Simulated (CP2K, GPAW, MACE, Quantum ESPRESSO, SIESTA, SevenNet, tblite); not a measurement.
# How far do other methods lie from plane waves? Glassy 58SiO2-42ZnO (mol %) (67 atoms)

One geometry of glassy 58SiO2-42ZnO (mol %) (67 atoms) is solved by several programs and methods. How far do their forces lie from a plane-wave PBE run?

Results are calculated, not measured.

## (1) The structure

The cell holds 67 atoms (15 Si, 11 Zn and 41 O), with edges of 9.78, 9.78 and 9.78 Å. Recipe: 67 atoms (15 Si, 11 Zn, 41 O) placed at random at 3.12 g/cm³, melted at 4000 K for 10 ps at fixed volume with the Morse and Coulomb pair potential with partial charges (Pedone, Malavasi, Menziani, Cormack and Segre, J. Phys. Chem. B 110, 11780 (2006)). Quenched from 4000 K to 300 K at 500 K/ps and fixed volume, held 10 ps at zero pressure. Then every atom was moved at random, 0.02 Å r.m.s. a Cartesian component. The density is 3.19 g/cm³.

## (2) The reference input

Quantum ESPRESSO 7.5: Kohn-Sham DFT, PBE, SSSP efficiency 1.3.0 pseudopotentials, plane waves. Its input, pw.in:

```
&control
  calculation = 'scf'
  pseudo_dir = './pseudo'
  outdir = './tmp'
  disk_io = 'none'
  tprnfor = .true.
  tstress = .true.
/
&system
  ibrav = 0
  nat = 67
  ntyp = 3
  ecutwfc = 60
  ecutrho = 480
  nosym = .true.
  occupations = 'smearing'
  smearing = 'fd'
  degauss = 0.003675
/
&electrons
  conv_thr = 3.4e-07
  electron_maxstep = 100
  mixing_beta = 0.4
  mixing_mode = 'plain'
  diagonalization = 'david'
/
ATOMIC_SPECIES
Si 28.085 Si.upf
Zn 65.380 Zn.upf
O 15.999 O.upf
CELL_PARAMETERS angstrom
9.78013 0.00000 0.00000
0.00000 9.78013 0.00000
0.00000 0.00000 9.78013
ATOMIC_POSITIONS crystal
Si 0.18540 0.67857 0.08660
Si 0.12743 0.95783 0.56893
Si 0.06351 0.16571 0.33709
Si 0.82775 0.09208 0.15199
[... 61 atom lines left out ...]
O 0.07773 0.73197 0.20849
O 0.35682 0.20835 0.01326
K_POINTS gamma
```

```console
$ OMP_NUM_THREADS=1 mpirun -np 4 pw.x -in pw.in > output.txt
```

It took 3.5 min on 4 MPI ranks of Arm Neoverse N1, shared host; peak memory 2.8 GiB.

It converged with an r.m.s. force component of 1.7 eV/Å and a pressure of 4.7 GPa.

Its highest filled and lowest empty levels lie 2.24 eV apart on its k-points.

## (3) The other programs

- CP2K 2026.2: Gaussian basis with GTH pseudopotentials and a plane-wave density; labels give functional, basis (MOLOPT sets; SR short-range, UZH the newer set with its own potentials), grid cutoff/relative cutoff and solver (OT: orbital transformation; TRS4, TC2, SIGN: linear-scaling purification with its sparsity filter), or its built-in tight binding.
- GPAW 26.7.0: PAW with atomic orbitals (LCAO), plane waves or a real-space grid of spacing h.
- MACE: machine-learned potential, published weights.
- Quantum ESPRESSO 7.5: plane waves; labels (QE) give functional, pseudopotential set and cutoffs of waves/density.
- SIESTA 5.4.2: numerical atomic orbitals, whose automatically made sets are far from complete, with PseudoDojo norm-conserving potentials that we converted to its format (checked against plane waves on the same files for H, C, O, Si, Ge and Ca alone); labels give functional, basis size, energy shift and mesh cutoff.
- SevenNet: machine-learned potential, published weights.
- tblite 0.8.0: extended tight binding, driven from Python.

All use the same cell and atoms, and the electronic-structure runs the same k-mesh.

## (4) Side by side

Differences are against the reference: forces as r.m.s. over components, share as that over the reference's r.m.s. force, slope as the fitted ratio of a run's forces to the reference's.

| run | Δ force, r.m.s. (meV/Å) | share (%) | slope | Δ pressure (GPa) | Δ gap (eV) | cores | CPU time | memory (GiB) |
| --- | --- | --- | --- | --- | --- | --- | --- | --- |
| reference | - | - | - | - | - | 4 | 14 min | 2.8 |
| CP2K PBE+rVV10L, DZVP-MOLOPT-SR, 800/50 Ry, OT CG | 109 | 6.25 | 0.975 | -0.677 | -0.0673 | 2 | 64 min | 6.3 |
| CP2K PBE, DZVP-MOLOPT-SR, 1120/50 Ry, OT CG | 119 | 6.84 | 0.970 | 0.0737 | -0.0125 | 2 | 23 min | 3.0 |
| CP2K PBE, DZVP-MOLOPT-SR, 800/50 Ry, diagonalisation | 119 | 6.87 | 0.970 | 0.0717 | -0.0126 | 4 | 7.7 min | 6.0 |
| CP2K PBE, DZVP-MOLOPT-SR, 800/70 Ry, OT CG | 119 | 6.87 | 0.970 | 0.0717 | -0.0125 | 4 | 31 min | 3.5 |
| CP2K PBE, SZV-MOLOPT-SR, 800/50 Ry, OT CG (coarse) | 1276 | 73.5 | 1.399 | 17.1 | -0.077 | 2 | 13 min | 2.1 |
| CP2K PBE, SZV-MOLOPT-SR, 800/50 Ry, TRS4 filter 1e-03, SCF 1e-04 (coarse) | 1251 | 72.0 | 1.383 | 18.8 | - | 2 | 82 s | 2.1 |
| CP2K PBE, SZV-MOLOPT-SR, 800/50 Ry, TRS4 filter 1e-05, SCF 1e-06 (coarse) | 1268 | 73.0 | 1.396 | 17.1 | - | 2 | 2.7 min | 2.1 |
| CP2K PBE, SZV-MOLOPT-SR, 800/50 Ry, TRS4 filter 1e-07, SCF 1e-07 (coarse) | 1274 | 73.3 | 1.398 | 17.1 | - | 2 | 4.4 min | 2.1 |
| GPAW PBE, LCAO dzp, h 0.18 Å | 338 | 19.4 | 1.116 | - | -0.0966 | 1 | 3.9 min | 1.4 |
| GPAW PBE, LCAO dzp, h 0.18 Å, other mixer settings | 338 | 19.5 | 1.117 | - | -0.0969 | 1 | 4.8 min | 1.4 |
| GPAW PBE, LCAO sz(dzp), h 0.18 Å (coarse) | 1231 | 70.8 | 1.346 | - | -0.359 | 1 | 88 s | 1.2 |
| GPAW PBE, LCAO szp(dzp), h 0.18 Å (coarse) | 340 | 19.6 | 1.090 | - | -0.150 | 1 | 2.7 min | 1.4 |
| GPAW revPBE, LCAO dzp, h 0.18 Å | 333 | 19.1 | 1.118 | - | 0.0029 | 1 | 3.9 min | 1.5 |
| MACE MP-0b3 medium potential | 101 | 5.81 | 0.970 | 0.136 | - | 1 | 15 s | 0.91 |
| MACE MPA-0 medium potential | 82.4 | 4.74 | 0.988 | 0.368 | - | 1 | 13 s | 0.94 |
| QE PBE, sg15-1.2, 60/240 Ry (coarse) | 52.4 | 3.02 | 0.983 | -13.0 | 0.0299 | 2 | 7.9 min | 1.1 |
| SIESTA PBE, DZ, shift 0.01 Ry, mesh 500 Ry (coarse) | 1110 | 63.9 | 1.338 | 7.94 | -0.0972 | 2 | 3.3 min | 1.2 |
| SIESTA PBE, DZP, shift 0.005 Ry, mesh 500 Ry | 203 | 11.7 | 1.052 | 1.74 | 0.127 | 2 | 9.6 min | 2.1 |
| SIESTA PBE, DZP, shift 0.01 Ry, mesh 500 Ry | 242 | 13.9 | 1.063 | 0.552 | 0.244 | 2 | 6.8 min | 1.7 |
| SevenNet l3i5 potential | 67.9 | 3.90 | 0.982 | 0.0078 | - | 1 | 16 s | 1.2 |
| tblite GFN1-xTB | 728 | 41.9 | 0.741 | 5.08 | - | 1 | 5.2 s | 0.11 |

Rows marked coarse were listed beforehand as settings not expected to be converged; some can still land near the reference.

Times of the machine-learned potentials are mostly Python's start and the loading of weights.

CPU time is summed over cores on shared hosts, so it is rough.

## (5) Findings

Forces lie from 3.0 % (QE PBE, sg15-1.2, 60/240 Ry, coarse) to 73 % (CP2K PBE, SZV-MOLOPT-SR, 800/50 Ry, OT CG, coarse) of the reference's r.m.s. force of 1.7 eV/Å away from it. The PBE runs in local orbitals, coarse settings apart, differ by 6.8 % (CP2K PBE, DZVP-MOLOPT-SR, 1120/50 Ry, OT CG) to 19 % (GPAW PBE, LCAO dzp, h 0.18 Å, other mixer settings); basis, grid and potentials can all enter. Tight binding differs by 42 % (tblite GFN1-xTB); it is another model, with fitted parameters of its own, and the xTB methods hold dispersion. Machine-learned potentials differ by 3.9 % (SevenNet l3i5 potential) to 5.8 % (MACE MP-0b3 medium potential); they were trained on other programs' data.

Rows with another functional or a dispersion term differ by 6.2 % (CP2K PBE+rVV10L, DZVP-MOLOPT-SR, 800/50 Ry, OT CG) to 19 % (GPAW revPBE, LCAO dzp, h 0.18 Å), which mixes the change of model with differences of basis and potentials. Runs with settings chosen to be coarse differ by 3.0 % (QE PBE, sg15-1.2, 60/240 Ry) to 73 % (CP2K PBE, SZV-MOLOPT-SR, 800/50 Ry, OT CG), their programs' other errors included. GPAW PBE, LCAO dzp, h 0.18 Å, other mixer settings stiffens the forces by a factor of 1.12 while following their directions (correlation 0.990); the slopes of the 5 GPAW runs lie between 1.09 and 1.35; the difference isn't even, but is largest on one element. From CP2K PBE, DZVP-MOLOPT-SR, 800/50 Ry, diagonalisation to the finer CP2K PBE, DZVP-MOLOPT-SR, 1120/50 Ry, OT CG the share goes from 6.87 to 6.84 %, so the grid isn't what parts these runs from the reference. Pressures at PBE, coarse settings apart, lie +0.07 to +1.74 GPa from the reference's. Gaps at PBE, coarse settings apart, lie -0.10 to +0.24 eV from the reference's.

Caveats: Periodic xTB results under one method name differ between programs and library versions. The potentials hold different valence shells: 526 electrons in the reference, 438 in CP2K with SZV-MOLOPT-SR and 438 in GPAW; this bears on time and differences. The reference's pressure holds the uncorrected Pulay stress of its 60 Ry basis, so small pressure differences may be the reference's own error. Machine-learned potentials mimic data converged in k, so the reference's own k-point error enters their differences. The quench rate of 500 K/ps is many orders above laboratory rates, so the cell is likely richer in defects and strain than a real sample. The network of bonds at the start is that of the classical potential that made the cell, and needn't be the one that DFT or experiment would give. The reference's stress is far from hydrostatic: its diagonal is 6.4, 2.3, 5.3 GPa, compression counted positive. The electronic-structure runs sample only Γ, in a cell whose shortest periodic width is 10 Å. Where levels are smeared, the DFT runs use Fermi–Dirac occupations at 580 K (0.05 eV), and energies are free energies. The atoms were displaced at random, and shares hang on the size of the forces that this gives. The reference's cutoffs and mesh weren't converged further here.

[Logs are printed without paths, hosts, clocks, repeated set-up lines and the standing remarks that a program may print on its own settings, such as how far it seeks lower states.]

[Hosts, paths, dates, database ids (printed as entryN), source tags and the programs' standing remarks are cut or masked in the printed files.]

[Cells were taken only where this reference lay near another plane-wave run.]
